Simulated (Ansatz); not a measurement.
## W2NS2 MXene monolayer in a perpendicular field

Wanted: the out-of-plane response of the W2NS2 MXene monolayer. A positive field points along +c.

Calculated with Ansatz 0.2.0; plane-wave DFT, PBE-D3(BJ), Ansatz PAW.

Most raw output is cut from this account.

## 1. Set-up

The cell holds 5 atoms: 2 S, 2 W and 1 N. Its edges and angles: a = 3.054 Å, b = 3.054 Å, c = 42.977 Å, α = 90.0°, β = 90.0°, γ = 120.0°. Vacuum lies along c.

## 2. Relaxing the slab

The starting cell is a guess, so the in-plane lattice and the atoms are relaxed first, with the slab cut off from its images along the normal.

input.yaml

```yaml
crystal:
  lattice:
    - [3.053908, 0.0, 0.0]
    - [-1.526954, 2.6447619088, 0.0]
    - [0.0, 0.0, 42.9772096949]
  atoms:
    - { symbol: S, position: [0.3333333333, 0.6666666667, 0.4304607054] }
    - { symbol: W, position: [0.6666666667, 0.3333333333, 0.4719620994], spin: 1.0 }
    - { symbol: "N", position: [0.0, 0.0, 0.5] }
    - { symbol: W, position: [0.3333333333, 0.6666666667, 0.5280379006], spin: 1.0 }
    - { symbol: S, position: [0.6666666667, 0.3333333333, 0.5695392946] }
  periodic: [true, true, false]
magnetization:
  spin_polarized: true
kpoints:
  mp_grid: { grid: [12, 12, 1] }
hamiltonian:
  xc: pbe
  dispersion: d3bj
scf:
  occupations: { method: fermi_dirac, width: 0.05 }
  convergence: { dr2_threshold: 1.0e-09 }
relax:
  f_tol: 0.004
  max_steps: 90
  cell: {}
output:
  write_potential: true
  write_density: true
  volumetric_format: npy
```

Started as:

```bash
ansatz run input.yaml --threads 2 --pin off --max-ram 3072MiB --backend cpu --events-out ev --progress --plain --runs-dir out
```

Elapsed: 1.8 min, on 2 threads of Intel Xeon Platinum 8488C (Sapphire Rapids), shared host; peak memory 0.83 GiB; 3.4 min of CPU time.

The steps of the relaxation:

```
step  energy less that of the first step (eV)  largest force component (eV/Å)  volume (Å³)
   1                                   0.0000                          3.3918       347.12
   2                                  -0.4703                          0.6941       355.40
   3                                  -0.5814                          0.4447       349.27
   4                                  -0.5803                          0.6218       328.19
   5                                  -0.6413                          0.0612       336.25
   6                                  -0.6432                          0.0058       334.18
   7                                  -0.6432                          0.0005       334.03
  8*                                  -0.6408                          0.0004       334.03
   9                                  -0.6409                          0.0007       333.87
 10*                                  -0.6408                          0.0007       333.87
```

Relaxation steps marked * repeat the geometry before them on a plane-wave basis chosen anew for their cell, so energy and pressure can jump there. Relaxation step 4 was tried and not accepted.

The run keeps the 12 symmetry operations that it works with, so distortions that break them were not tested.

```
cell as run  before  after  change
      a (Å)   3.054  2.995  -1.9 %
      b (Å)   3.054  2.995  -1.9 %
```

The atoms that moved most (Å, along periodic axes as changes of fractional coordinates times the final cell, across vacuum about the mean position):

```
atom     dx     dy      dz  length
  W4  0.000  0.000   0.204   0.204
  W2  0.000  0.000  -0.204   0.204
  S1  0.000  0.000  -0.076   0.076
  S5  0.000  0.000   0.076   0.076
```

Final coordinates:

```xyz
5
Lattice="2.9950 0.0000 0.0000 -1.4975 2.5938 0.0000 0.0000 0.0000 42.9772" Properties=species:S:1:pos:R:3
S     0.0000    1.7292   18.4235
W     1.4975    0.8646   20.0793
N     0.0000    0.0000   21.4886
W     0.0000    1.7292   22.8979
S     1.4975    0.8646   24.5537
```

Numbers from this step:

| Property | Result |
| --- | --- |
| energy at zero smearing | -22960.6568 eV |

The lattice constant a goes from 3.054 to 2.995 Å.

## 3. Atoms held, field 0

A sawtooth potential applies the field, turning back in the middle of the vacuum. With the dipole correction the typed value is the field outside the slab. The induced dipole is small, so the SCF threshold is tight.

The cell differs from the one that the last finished run ended in (c 42.977 → 24.130 Å).

input.yaml

```yaml
crystal:
  lattice:
    - [2.9950335978, 0.0, 0.0]
    - [-1.4975167989, 2.5937751808, 0.0]
    - [0.0, 0.0, 24.1301214189]
  atoms:
    - { symbol: S, position: [0.3333333333, 0.6666666667, 0.3729778166] }
    - { symbol: W, position: [0.6666666667, 0.3333333333, 0.4415966061] }
    - { symbol: "N", position: [0.0, 0.0, 0.5] }
    - { symbol: W, position: [0.3333333333, 0.6666666667, 0.5584033939] }
    - { symbol: S, position: [0.6666666667, 0.3333333333, 0.6270221834] }
kpoints:
  mp_grid: { grid: [18, 18, 1] }
  band_path:
    path: [[0, 0, 0], [0.5, 0, 0], [0.33333333, 0.33333333, 0], [0, 0, 0]]
    npoints: 16
hamiltonian:
  xc: pbe
  dispersion: d3bj
scf:
  occupations: { method: fermi_dirac, width: 0.02585 }
  convergence: { dr2_threshold: 1.0e-10 }
efield:
  axis: 3
  dipole_correction: true
  ramp_position: 0.97
  ramp_width: 0.06
  amplitude: 0
output:
  dos: { projected: true, e_range: [-6, 5] }
  write_potential: true
  write_density: true
  volumetric_format: npy
  elf: true
```

Run time: 12 s. Hardware: 2 threads; peak memory 0.58 GiB.

This step gave:

| Item | Value |
| --- | --- |
| energy at zero smearing | -22960.6517 eV |
| work function, upper face | 5.021 eV |
| dipole along the normal | -1.65e-6 e·Å |

Running mean over a fixed 2.5 Å (it still follows the layers) of the planar mean; the ramp of the sawtooth is left out. Electron's electrostatic potential energy less the Fermi level against z:

```
z (Å)  electron's electrostatic potential energy less the Fermi level (eV)
  3.0                                                                 5.02
  3.5                                                                 5.02
  4.0                                                                 5.02
  4.5                                                                 5.02
  5.0                                                                 5.02
  5.5                                                                 5.01
  6.0                                                                 4.99
  6.5                                                                 4.87
  7.0                                                                 4.30
  7.5                                                                 2.22
  8.0                                                               -0.694
  8.5                                                                -3.28
  9.0                                                                -6.40
  9.5                                                                -10.8
 10.0                                                                -13.2
 10.5                                                                -12.9
 11.0                                                                -13.1
 11.5                                                                -12.6
 12.0                                                                -11.7
 12.5                                                                -12.3
 13.0                                                                -13.1
 13.5                                                                -12.9
 14.0                                                                -13.2
 14.5                                                                -11.7
 15.0                                                                -7.50
 15.5                                                                -3.92
 16.0                                                                -1.43
 16.5                                                                 1.48
 17.0                                                                 3.93
 17.5                                                                 4.79
 18.0                                                                 4.97
 18.5                                                                 5.01
 19.0                                                                 5.02
 19.5                                                                 5.02
 20.0                                                                 5.02
 20.5                                                                 5.02
 21.0                                                                 5.02
```

The density of states has structure finer than the step of the table below, so its rows give means over 0.25 eV, whole bins alone (the curve runs from -6 to 1.99 eV). Peaks (eV: height): -5.940: 5.53, -5.150: 7.90, -5.090: 9.12, -2.690: 5.29, -1.920: 13.1, -0.240: 8.44, -0.020: 8.02.

Density of states against energy, zero at the Fermi level; means over each step:

energy (eV), density of states (states/eV a cell) and a bar from the least value:
```
    -5.75        3.7 ####################
    -5.50        3.2 #################
    -5.25        3.5 ###################
    -5.00        5.0 ##############################
    -4.75        3.2 #################
    -4.50        2.1 #########
    -4.25        2.4 ###########
    -4.00        2.7 #############
    -3.75        2.9 ##############
    -3.50        2.7 #############
    -3.25        3.0 ###############
    -3.00        3.4 ##################
    -2.75        3.2 ################
    -2.50        1.9 #######
    -2.25        0.9 
    -2.00        2.8 ##############
    -1.75        3.2 #################
    -1.50        2.2 #########
    -1.25        1.9 #######
    -1.00        2.9 ##############
    -0.75        1.7 ######
    -0.50        1.4 ###
    -0.25        3.8 #####################
     0.00        2.8 ##############
     0.25        1.9 #######
     0.50        2.0 ########
     0.75        2.0 ########
     1.00        2.8 #############
     1.25        2.2 ##########
     1.50        1.9 #######
     1.75        2.0 ########
```

Projected DOS per atom over height of the atomic layer and energy from the Fermi level. Layers: S W N W S from below.

Ten even steps from '0' (0.04 states/eV) to '9' (1.13 states/eV), each cell a mean:
```
07070
06060
18181
16161
06160
18281
17271
14141
27172
25252
76367
11011
44044
75057
73037
82228
83138
42024
75157
69996
35953
66866
```
Columns: height of the atomic layer (Å) from 9 to 15.1 (not evenly spaced); rows upwards: energy from the Fermi level (eV) from -5.96 to 1.96.

The electronic bands at the labelled points (eV, zero at the Fermi level):

```
  point  band 19  band 20  band 21  band 22  band 23  band 24  band 25  band 26
      Γ    -2.18    -0.65    -0.65    -0.64    -0.64    -0.48     0.20     0.20
halfway    -2.60    -2.34    -1.96    -1.16    -0.04     0.32     1.08     1.70
      M    -3.12    -2.92    -1.89    -1.83     2.36     2.62     2.86     2.92
halfway    -3.82    -3.54    -1.59    -0.52     1.28     1.85     2.33     2.34
      K    -4.19    -4.19    -0.15     0.34     0.34     0.96     1.73     1.73
halfway    -2.99    -2.98    -1.25    -1.17    -0.16     0.48     1.56     2.11
      Γ    -2.18    -0.65    -0.65    -0.64    -0.64    -0.48     0.20     0.20
```

Electrostatic potential energy in the ca plane at fractional y = 0.333, with atoms of W and S within 0.2 Å of it. With pseudopotentials it is smooth inside the atoms' cores, unlike the true potential.

Ten even steps from '0' (-44 eV) to '9' (8 eV), each cell a mean:
```
99999999999999998862125888877775347999999999
99999999999999999730002689888862214899999999
99999999999999999720001689988851323799999999
99999999999999999740002789888862124899999999
99999999999999988863236888877776557999999999
99999999999999877887778888755688889999999999
99999999999999876788888888644578999999999999
99999999999999877887678888755688889999999999
```
Columns run along c (16.0 Å, from fractional 0.14 to 0.80 of the cell; values clipped at the 3rd and 97th percentile), rows up along a (3.0 Å). Atoms in or near the plane, at fractional coordinates: W at (0.44, 0.67), S at (0.63, 0.67).

Valence density in the ca plane at fractional y = 0.333, with atoms of W and S within 0.2 Å of it. It is the smooth field of the valence electrons, not physical close to the nuclei.

Values in e/Å³, 5 rows by 16 columns, each cell a mean:
```
0.0 0.0 0.0 0.0 0.0 0.0 0.1 0.3 2.1 2.0 0.3 0.3 0.6 1.0 0.3 0.0
0.0 0.0 0.0 0.0 0.0 0.0 0.1 0.3 3.6 3.5 0.2 0.2 0.7 0.7 0.6 0.0
0.0 0.0 0.0 0.0 0.0 0.0 0.1 0.3 2.1 2.0 0.3 0.3 0.6 1.0 0.3 0.0
0.0 0.0 0.0 0.0 0.0 0.0 0.2 0.6 0.4 0.4 0.5 0.7 0.5 0.3 0.1 0.0
0.0 0.0 0.0 0.0 0.0 0.0 0.2 0.6 0.4 0.4 0.5 0.7 0.5 0.3 0.1 0.0
```
Columns run along c (16.0 Å, from fractional 0.08 to 0.74 of the cell), rows up along a (3.0 Å). Atoms in or near the plane, at fractional coordinates: W at (0.44, 0.67), S at (0.63, 0.67).

ELF in the ca plane at fractional y = 0.333, with atoms of W and S within 0.2 Å of it. It is the smooth field of the valence electrons, not physical close to the nuclei.

Ten even steps from '0' (0.00) to '9' (0.94), each cell a mean:
```
00000000000012455424652232222368889874100000
00000000000000122246465211233476369986310000
00000000000000011256146211233574039997310000
00000000000000123246565211233477469986200000
00000000000013566534542232222258888763100000
00000000000146788742222564123235554210000000
00000000000257888753323675134322211000000000
00000000000146777742222464123235665320000000
```
Columns run along c (16.0 Å, from fractional 0.14 to 0.80 of the cell), rows up along a (3.0 Å). Atoms in or near the plane, at fractional coordinates: W at (0.44, 0.67), S at (0.63, 0.67).

The work function of the upper face is 5.02 eV.

## 4. Single point, field 0.1 V/Å

Changes to input.yaml since step 3:

```diff
@@ -27,5 +27,4 @@
   ramp_width: 0.06
-  amplitude: 0
+  amplitude: 0.1
 output:
-  dos: { projected: true, e_range: [-6, 5] }
   write_potential: true
@@ -33,2 +32 @@
   volumetric_format: npy
-  elf: true
```

Run time: 12 s. Hardware: 2 threads; peak memory 0.56 GiB; 24 s of CPU time.

The dipole is 0.0354 e·Å.

## 5. Single point, field -0.1 V/Å

Changes to input.yaml since step 4:

```diff
@@ -27,3 +27,3 @@
   ramp_width: 0.06
-  amplitude: 0.1
+  amplitude: -0.1
 output:
```

The job ended after 13 s (2 threads; peak memory 0.55 GiB).

The dipole is -0.0354 e·Å.

## 6. Response, atoms held

This step: plane-wave DFT, PBE-D3(BJ), Ansatz PAW; response to a field along the normal, atoms held (Ansatz 0.2.0).

The dipoles give the slope, and the difference of two potentials shows where the field is screened.

This step gave:

| Property | Result |
| --- | --- |
| equivalent conductor thickness p/(ε₀AE) | 8.246 Å |
| distance between the outer atoms | 6.130 Å |

Table of dipole of the cell by applied field:

```
applied field (V/Å)  dipole of the cell (e·Å)
            -0.1000                   -0.0354
             0.0000                   -1.7e-6
             0.1000                    0.0354
```

Local field over the applied field, running mean. From the potentials at -0.1 and 0.1 V/Å; running mean over 2.5 Å. Table of local field over applied field by z:

```
z (Å)  local field over applied field
  4.5                           0.999
  5.0                           0.996
  5.5                           0.988
  6.0                           0.967
  6.5                           0.914
  7.0                           0.807
  7.5                           0.649
  8.0                           0.472
  8.5                           0.293
  9.0                           0.154
  9.5                          0.0729
 10.0                          0.0316
 10.5                          0.0168
 11.0                          0.0173
 11.5                         0.00903
 12.0                        -0.00343
 12.5                         0.00488
 13.0                          0.0166
 13.5                          0.0163
 14.0                          0.0254
 14.5                          0.0591
 15.0                           0.128
 15.5                           0.251
 16.0                           0.424
 16.5                           0.604
 17.0                           0.769
 17.5                           0.892
 18.0                           0.957
 18.5                           0.985
 19.0                           0.995
 19.5                           0.998
 20.0                           0.999
```

Electrons, planar mean, per unit field. Table of induced electron density by z:

z (Å), induced electron density (e/Å³ per V/Å) and a bar from the least value:
```
     4.02    0.00000 ###############
     4.47    0.00001 ###############
     4.92    0.00001 ###############
     5.36    0.00004 ###############
     5.81    0.00010 ###############
     6.26    0.00026 ################
     6.70    0.00062 ##################
     7.00    0.00109 ####################
     7.45    0.00228 #########################
     7.89    0.00356 ##############################
     8.34    0.00273 ##########################
     8.79    0.00100 ###################
     9.23    0.00116 ####################
     9.68   -0.00055 #############
    10.13   -0.00072 ############
    10.58    0.00112 ####################
    11.02    0.00006 ###############
    11.47   -0.00018 ##############
    11.92    0.00007 ###############
    12.21   -0.00007 ###############
    12.66    0.00018 ################
    13.11   -0.00006 ###############
    13.55   -0.00112 ##########
    14.00    0.00072 ##################
    14.45    0.00055 #################
    14.90   -0.00116 ##########
    15.34   -0.00100 ###########
    15.79   -0.00273 ####
    16.24   -0.00356 
    16.68   -0.00228 #####
    17.13   -0.00109 ##########
    17.43   -0.00062 ############
    17.87   -0.00026 ##############
    18.32   -0.00010 ###############
    18.77   -0.00004 ###############
    19.21   -0.00001 ###############
    19.66   -0.00001 ###############
    20.11    0.00000 ###############
```

By hand: between -0.1 and 0.1 V/Å the dipole changes by 0.07080 e·Å, a slope of 0.3540 e·Å²/V. A perfect conductor of thickness t has p = ε₀AEt, so t = 180.95 × 0.3540 / 7.768 = 8.25 Å (e/ε₀ = 180.95 V·Å, A in Å²).

The induced dipole is that of a conductor 8.25 Å thick.

## 7. Summary of results

| Property | Result |
| --- | --- |
| gap without field | none |
| work function, upper face | 5.02 eV |
| equivalent conductor thickness, atoms held | 8.25 Å |

**Reading.** The induced dipole equals that of a perfect conductor 8.25 Å thick, while the outer atoms lie 6.13 Å apart. There is no gap over 0.03 eV, with or without the field. The first relaxation ran with spin and lost its moment, and the later runs have none; other magnetic states were not tried. Spin-orbit coupling is left out, which matters for the bands of elements this heavy. The MXene's terminations sit over the metal atoms of its far layer; the site over carbon or nitrogen, which some compounds prefer, was not run.

[Logs are printed without paths, hosts, clocks, repeated set-up lines and the standing remarks that a program may print on its own settings, such as how far it seeks lower states.]

[Hosts, paths, dates, database ids (printed as entryN), source tags and the programs' standing remarks are cut or masked in the printed files.]

[Maps of the electrostatic potential energy from Ansatz leave out the sawtooth potential of an applied field or a dipole correction, so their vacuum need not be flat; planar profiles and work functions include it.]

[The density of states shown here was stored with 400 of the rows of the run's finer table, so its peaks can read low, often by over a quarter, or be missed, and its means over a window can be off by a tenth or more.]
